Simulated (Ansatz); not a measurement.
# How fast states decay through CaH2S2

Wanted: the relaxed cell of CaH2S2, its band edges and its decay constants. It is built by putting S for O in the CaH2O2 structure of space group C2, with the volume rescaled by atomic radii. The parent structure comes from the Materials Project.

Program: Ansatz 0.2.0. Level of theory: r2SCAN DFT, plane waves, PAW files, in the first sound run; inputs show where later runs differ. Results are calculated unless marked as measured.

This is a report of a sequence of runs, with most program output left out.

The structure was built from a prototype and need not be the compound's stable phase.

### 1. The structure

Symmetry: C2, No. 5, monoclinic system. Conventional cell: a = 6.989 Å, b = 3.974 Å, c = 5.545 Å, α = 90.00°, β = 97.25°, γ = 90.00°. Nearest to Ca lie 6 S at 2.63 to 2.64 Å. H has 1 S at 1.08 Å nearest. Nearest to S lie 2 H at 1.08 to 2.58 Å and 3 Ca at 2.63 to 2.64 Å. It derives from CaH2O2. S for O in the CaH2O2 structure of space group C2. Farther neighbours and most contacts between anions are not listed.

### 2. Cell and atoms at rest

The substituted atoms don't fit the parent's cell, so cell and atoms relax together. A small smearing keeps the run stable in case the gap closes on the way.

input.yaml

```yaml
crystal:
  lattice:
    - [3.4946354316, -1.9868273341, 0.0]
    - [3.4946354316, 1.9868273341, 0.0]
    - [-0.6998794975, 0.0, 5.5001790619]
  atoms:
    - { symbol: Ca, position: [0.945035, 0.054965, 0.0] }
    - { symbol: H, position: [0.14691, 0.430865, 0.583473] }
    - { symbol: H, position: [0.569135, 0.85309, 0.416527] }
    - { symbol: S, position: [0.254064, 0.361237, 0.769702] }
    - { symbol: S, position: [0.638763, 0.745936, 0.230298] }
kpoints:
  mp_grid: { grid: [6, 6, 4] }
scf:
  occupations: { method: gaussian, width: 0.03 }
hamiltonian:
  xc: r2scan
output:
  forces: true
  stress: true
relax:
  f_tol: 0.02
  max_steps: 60
  cell: {}
```

Launch:

```
$ ansatz run input.yaml --threads 2 --pin off --max-ram 4096MiB --backend cpu --events-out ev --progress --plain --runs-dir out
```

The job ended after 80 s (2 threads of Intel Xeon Platinum 8175M at 2.50GHz (Skylake/Cascade Lake), shared host; peak memory 0.6 GiB; 2.6 min of CPU time).

Step by step:

```
step  energy less that of the first step (eV)  largest force component (eV/Å)  pressure (GPa)  volume (Å³)
   1                                   0.0000                         12.9954           33.31        76.38
   2                                  -2.8141                          4.5036           11.07        86.59
   3                                  -3.4936                          0.3419            1.71        97.27
   4                                  -3.5099                          0.4412            0.82        98.10
   5                                  -3.5282                          0.2078            0.62        98.21
   6                                  -3.5348                          0.0634            0.04        99.01
   7                                  -3.5396                          0.0939           -0.07        99.29
   8                                  -3.5454                          0.1190           -0.18       100.03
   9                                  -3.5538                          0.0147           -0.03        99.07
  10                                  -3.5541                          0.0642            0.01        98.45
  11                                  -3.5548                          0.0606           -0.01        98.16
  12                                  -3.5549                          0.0007            0.00        98.29
 13*                                  -3.5618                          0.0043            0.02        98.29
```

Relaxation steps marked * repeat the geometry before them on a plane-wave basis chosen anew for their cell, so energy and pressure can jump there.

The run keeps the 2 symmetry operations that it works with, so distortions that break them were not tested.

```
     cell as run  before  after   change
           a (Å)   4.020  4.364   +8.6 %
           b (Å)   4.020  4.364   +8.6 %
           c (Å)   5.545  5.957   +7.4 %
           α (°)   96.30  90.09   -6.4 %
           β (°)   96.30  90.09   -6.4 %
           γ (°)   59.24  60.05   +1.4 %
volume (Å³/atom)   15.28  19.66  +28.7 %
```

The atoms that moved most (Å, as changes of fractional coordinates times the final cell):

```
atom      dx      dy      dz  length
  H2   0.344  -0.231  -0.177   0.450
  H3  -0.344  -0.231   0.177   0.450
  S5  -0.191   0.156  -0.047   0.251
  S4   0.191   0.156   0.047   0.251
 Ca1   0.000   0.150   0.000   0.150
```

Final coordinates:

```cif
data_structure
_symmetry_space_group_name_H-M 'P 1'
_symmetry_Int_Tables_number 1
_cell_length_a 4.3639
_cell_length_b 4.3639
_cell_length_c 5.9567
_cell_angle_alpha 90.094
_cell_angle_beta 90.094
_cell_angle_gamma 60.049
_cell_volume 98.29
loop_
_atom_site_label
_atom_site_type_symbol
_atom_site_fract_x
_atom_site_fract_y
_atom_site_fract_z
_atom_site_occupancy
Ca1 Ca 0.91077 0.08923 0.00000 1
H2 H 0.24359 0.42198 0.55026 1
H3 H 0.57802 0.75641 0.44974 1
S4 S 0.24398 0.42245 0.77557 1
S5 S 0.57755 0.75602 0.22443 1
```

This step gave:

```
free energy  : -3670.4157 eV
Fermi energy : 3.980 eV
pressure     : 0.02292 GPa
```

The largest force component on a free atom ends at 0.0043 eV/Å.

### 3. The bulk crystal and its band edges

The energy window and the wavevectors of the next steps follow from the band edges, so these are searched first, off the mesh as well.

input.yaml

```yaml
crystal:
  lattice:
    - [3.7709653591, -2.1835916771, 0.2361415187]
    - [3.7709653591, 2.1835916771, 0.2361415187]
    - [-0.3835595244, 0.0, 5.9443799822]
  atoms:
    - { symbol: Ca, position: [0.910767881, 0.089232119, 0.0] }
    - { symbol: H, position: [0.2435886361, 0.4219787125, 0.5502609036] }
    - { symbol: H, position: [0.5780212875, 0.7564113639, 0.4497390964] }
    - { symbol: S, position: [0.2439838081, 0.4224546128, 0.7755702018] }
    - { symbol: S, position: [0.5775453872, 0.7560161919, 0.2244297982] }
kpoints:
  mp_grid: { grid: [8, 8, 4] }
  band_path: { path: [VBM, CBM], npoints: 30 }
scf:
  occupations: { method: fixed }
hamiltonian:
  xc: r2scan
output:
  eigenvalues: true
  write_potential: true
  write_density: true
  volumetric_format: npy
```

The job ended after 35 s (2 threads; peak memory 0.58 GiB).

This step gave:

```yaml
free_energy: -3670.4158 eV
fermi_energy: 2.034 eV
gap_on_the_k_mesh: 3.891 eV
gap_on_path: 3.891 eV, by band count; negative where bands overlap
direct_gap_on_path: 4.441 eV
edge_places_on_path: 0, 0.8315 1/A along the path
```

The electronic bands at the labelled points (eV, zero at the Fermi level (highest filled level under fixed occupations); v1 is the highest filled band, c1 the lowest empty one):

```
  point     v4     v3     v2     v1    c1    c2    c3    c4
    VBM  -1.18  -1.17   0.00   0.00  4.44  4.53  5.13  5.61
halfway  -1.45  -1.12  -0.94  -0.27  4.33  5.19  5.70  6.09
    CBM  -2.15  -1.17  -1.03  -0.55  3.89  5.78  6.07  6.58
```

The searched edges give 3.89 eV, as on the mesh.

### 4. Complex bands, plane (100), k-mesh 4×6×6

This step: r2SCAN DFT, plane waves, PAW files; complex bands by layer matching along the plane's normal (Ansatz 0.2.0).

The same crystal is laid in a cell whose first two vectors span the (100) plane (indices of the standard conventional cell, whose axes can be ordered otherwise than in the bulk input). At fixed energy and wavevector in the plane the solver finds all kz, real and complex. A few wavevectors are listed, (0, 0) and (0.5, 0) in units of the plane's reciprocal vectors; the slowest state needn't be among them.

input.yaml

```yaml
crystal:
  lattice:
    - [5.956741667, 0.0, 0.0]
    - [0.0, 4.367183354, 0.0]
    - [-0.007164112, 2.183591677, 3.778345039]
  atoms:
    - { symbol: Ca, position: [0.0, 0.910767881, 0.0] }
    - { symbol: H, position: [0.5502609036, 0.5780212875, 0.6655673486] }
    - { symbol: H, position: [0.4497390964, 0.2435886361, 0.3344326514] }
    - { symbol: S, position: [0.7755702018, 0.5775453872, 0.6664384209] }
    - { symbol: S, position: [0.2244297982, 0.2439838081, 0.3335615791] }
kpoints:
  mp_grid: { grid: [4, 6, 6] }
scf:
  occupations: { method: fixed }
hamiltonian:
  xc: r2scan
output:
  eigenvalues: true
  transmission:
    leads: [[0, 0]]
    kpoints: [[0.0, 0.0], [0.5, 0.0]]
    e_range: [-1.0, 4.89]
    de: 0.15
```

Elapsed: 34 s, on 2 threads; peak memory 0.94 GiB; 66 s of CPU time.

This step gave:

| Property | Result |
| --- | --- |
| free energy | -3670.4157 eV |
| level to which the leads are filled | 1.946 eV from the Fermi level |
| decay constant at the filling level, zone centre | 0.3092 Å⁻¹ |
| decay constant at the filling level, slowest listed point | 0.3092 Å⁻¹ |

K parallel (0, 0); values up to 1.5 1/Å, a degenerate pair printed once or twice; energies at which all values exceed this have no row. Im kz of the slowest decaying states against energy, zero at the highest filled level on the SCF mesh:

```
energy (eV)  decay 1 (Å⁻¹)  decay 2 (Å⁻¹)  decay 3 (Å⁻¹)  decay 4 (Å⁻¹)
      -1.00          0.176          0.378          0.568          0.614
      -0.70          0.239          0.583          0.615          0.939
      -0.40          0.624          0.635          0.916          0.981
      -0.10          0.644          0.646          0.893          0.992
       0.05         0.0708          0.159          0.646          0.654
       0.20          0.137          0.296          0.647          0.659
       0.50          0.206          0.425          0.645          0.665
       0.80          0.246          0.496          0.639          0.666
       1.10          0.273          0.540          0.629          0.663
       1.40          0.292          0.568          0.616          0.656
       1.70          0.303          0.585          0.598          0.645
       2.00          0.309          0.576          0.595          0.631
       2.15          0.310          0.562          0.597          0.622
       2.45          0.309          0.529          0.597          0.602
       2.75          0.303          0.487          0.576          0.591
       3.05          0.291          0.433          0.545          0.581
       3.35          0.274          0.361          0.506          0.566
       3.65          0.249          0.252          0.458          0.546
       3.95          0.212          0.397          0.520          0.535
       4.25          0.155          0.307          0.488          0.504
       4.55          0.164          0.246          0.447          0.469
       4.85          0.182          0.236          0.394          0.429
```

K parallel (0.5, 0); values up to 1.5 1/Å, a degenerate pair printed once or twice; energies at which all values exceed this have no row. The Im kz of the slowest decaying states by energy, zero at the highest filled level on the SCF mesh:

```
energy (eV)  decay 1 (Å⁻¹)  decay 2 (Å⁻¹)  decay 3 (Å⁻¹)  decay 4 (Å⁻¹)
      -1.00          0.203          0.573           1.05           1.12
      -0.55          0.481          0.932           1.04           1.06
      -0.10          0.114          0.195          0.555           1.02
       0.05          0.192          0.310          0.571           1.01
       0.20          0.241          0.378          0.585          0.995
       0.65          0.329          0.490          0.617          0.946
       1.10          0.377          0.543          0.641          0.893
       1.55          0.403          0.569          0.662          0.837
       2.00          0.414          0.578          0.680          0.779
       2.30          0.414          0.576          0.678          0.756
       2.75          0.403          0.564          0.656          0.715
       3.20          0.377          0.542          0.622          0.646
       3.65          0.328          0.508          0.574          0.579
       3.95          0.272          0.479          0.516          0.538
       4.40          0.383          0.420          0.426          0.607
       4.85          0.168          0.293          0.335          0.487
```

At the listed wavevectors the last open channel is at -0.10 eV and the next at +3.95 eV on the grid. At +2.00 eV, the grid energy nearest the filling level (the middle of the gap on the SCF mesh), the slowest state at the listed wavevectors decays with κ = 0.309 Å⁻¹, its amplitude falling by e over 3.2 Å. Through 1 nm of this crystal that state's transmission falls by exp(−2 × 0.309 Å⁻¹ × 10 Å) = 0.0021.

### 5. Decay over the two-dimensional zone

The listed points could miss the slowest state, so one energy near mid-gap is solved on a mesh of 8×12.

input.yaml: that of step 4 with these lines changed.

```diff
@@ -19,6 +19,2 @@
   eigenvalues: true
-  transmission:
-    leads: [[0, 0]]
-    kpoints: [[0.0, 0.0], [0.5, 0.0]]
-    e_range: [-1.0, 4.89]
-    de: 0.15
+  transmission: { leads: [[0, 0]], kmesh: [8, 12], e_range: [1.95, 1.96], de: 0.05 }
```

Run time: 75 s. Hardware: 2 threads; peak memory 0.97 GiB.

Numbers from this step:

| Item | Value |
| --- | --- |
| least decay constant on the mesh | 0.3085 Å⁻¹ |

Slowest decay constant (1/Å; 0 where a channel is open) over k1 and k2. At 1.9500 eV from the Fermi level.

Ten even steps from '_' (0.308) to '@' (0.483):
```
%%##**++++++**##
@@%%##**##**##%%
@@%%####@@####%%
@@%%++++##++++%%
@@@@++::..::++@@
**++--..__..--++
@@@@++::..::++@@
@@%%++++##++++%%
@@%%####@@####%%
@@%%##**##**##%%
%%##**++++++**##
%%%%##++==++##%%
```
Columns: k1 (b1) from -0.5 to 0.375; rows upwards: k2 (b2) from -0.5 to 0.417.

The least value on the mesh is 0.308 Å⁻¹ at +1.95 eV. At that energy the listed points give about 0.308 Å⁻¹ by interpolation, so the mesh holds no clearly slower state.

### 6. Complex bands, plane (010), k-mesh 4×10×10

The same for the (010) plane, at (0, 0) and (0.5, 0), to see how the decay depends on direction.

input.yaml

```yaml
crystal:
  lattice:
    - [5.956741667, 0.0, 0.0]
    - [-0.014328223, 7.556690078, 0.0]
    - [-0.007164112, 3.778345039, 2.183591677]
  atoms:
    - { symbol: Ca, position: [0.0, 0.910767881, 0.178464238] }
    - { symbol: H, position: [0.5502609036, 0.2435886361, 0.1783900764] }
    - { symbol: H, position: [0.4497390964, 0.5780212875, 0.1783900764] }
    - { symbol: S, position: [0.7755702018, 0.2439838081, 0.1784708047] }
    - { symbol: S, position: [0.2244297982, 0.5775453872, 0.1784708047] }
kpoints:
  mp_grid: { grid: [4, 10, 10] }
scf:
  occupations: { method: fixed }
hamiltonian:
  xc: r2scan
output:
  eigenvalues: true
  transmission:
    leads: [[0, 0]]
    kpoints: [[0.0, 0.0], [0.5, 0.0]]
    e_range: [-1.0, 4.89]
    de: 0.12
```

Wall time 2.1 min (2 threads); peak memory 1.7 GiB.

Numbers from this step:

- free energy: -3670.4158 eV
- decay constant at the filling level, zone centre: 0.3045 Å⁻¹
- decay constant at the filling level, slowest listed point: 0.3045 Å⁻¹

K parallel (0, 0); values up to 1.5 1/Å, a degenerate pair printed once or twice; energies at which all values exceed this have no row. Im kz of the slowest decaying states against energy, zero at the highest filled level on the SCF mesh:

```
energy (eV)  decay 1 (Å⁻¹)  decay 2 (Å⁻¹)  decay 3 (Å⁻¹)  decay 4 (Å⁻¹)
      -1.00         0.0786          0.201          0.295          0.347
      -0.76          0.209          0.221          0.424          0.438
      -0.52          0.267          0.283          0.491          0.496
      -0.28          0.304          0.331          0.511          0.533
      -0.04          0.329          0.435          0.510          0.562
       0.20          0.138          0.298          0.346          0.491
       0.44          0.195          0.359          0.447          0.528
       0.68          0.231          0.366          0.475          0.553
       0.92          0.257          0.371          0.491          0.571
       1.16          0.276          0.371          0.501          0.584
       1.40          0.289          0.369          0.507          0.593
       1.64          0.298          0.365          0.508          0.597
       1.88          0.303          0.357          0.506          0.599
       2.00          0.304          0.352          0.504          0.599
       2.24          0.305          0.340          0.498          0.593
       2.48          0.302          0.324          0.490          0.581
       2.72          0.297          0.305          0.478          0.566
       2.96          0.281          0.288          0.464          0.548
       3.20          0.250          0.276          0.446          0.527
       3.44          0.208          0.260          0.424          0.502
       3.68          0.147          0.239          0.397          0.473
       3.92          0.211          0.360          0.436          0.515
       4.16          0.172          0.305          0.389          0.492
       4.40          0.107          0.178          0.326          0.467
       4.64          0.224          0.239          0.428          0.437
       4.88          0.237          0.348          0.407          0.444
```

K parallel (0.5, 0); values up to 1.5 1/Å, a degenerate pair printed once or twice; energies at which all values exceed this have no row. The Im kz of the slowest decaying states by energy, zero at the highest filled level on the SCF mesh:

```
energy (eV)  decay 1 (Å⁻¹)  decay 2 (Å⁻¹)  decay 3 (Å⁻¹)  decay 4 (Å⁻¹)
      -1.00         0.0443          0.154          0.204          0.335
      -0.76          0.264          0.448          0.465          0.475
      -0.52          0.203          0.418          0.526          0.528
      -0.28          0.270          0.503          0.549          0.567
      -0.04          0.155          0.253          0.311          0.560
       0.20          0.240          0.339          0.426          0.583
       0.44          0.290          0.360          0.557          0.600
       0.68          0.324          0.375          0.571          0.612
       0.92          0.349          0.386          0.580          0.620
       1.16          0.366          0.393          0.585          0.625
       1.40          0.379          0.398          0.587          0.627
       1.64          0.386          0.400          0.586          0.628
       1.88          0.391          0.400          0.583          0.626
       2.00          0.392          0.399          0.580          0.623
       2.24          0.391          0.395          0.574          0.617
       2.48          0.387          0.389          0.565          0.609
       2.72          0.380          0.380          0.554          0.600
       2.96          0.369          0.370          0.541          0.589
       3.20          0.355          0.356          0.526          0.576
       3.44          0.336          0.336          0.508          0.562
       3.68          0.310          0.312          0.487          0.544
       3.92          0.270          0.279          0.462          0.509
       4.16          0.201          0.230          0.433          0.467
       4.40          0.150          0.399          0.417          0.452
       4.64          0.351          0.357          0.409          0.450
       4.88          0.254          0.304          0.358          0.367
```

At the listed wavevectors the last open channel is at -0.04 eV and the next at +3.92 eV on the grid. At +2.00 eV, the grid energy nearest the filling level (the middle of the gap on the SCF mesh), the slowest state at the listed wavevectors decays with κ = 0.304 Å⁻¹, its amplitude falling by e over 3.3 Å; the first such run, plane (100), gave 0.309 Å⁻¹.

[end of part 1 of 2]

[Logs are printed without paths, hosts, clocks, repeated set-up lines and the standing remarks that a program may print on its own settings, such as how far it seeks lower states.]

[Hosts, paths, dates, database ids (printed as entryN), source tags and the programs' standing remarks are cut or masked in the printed files.]
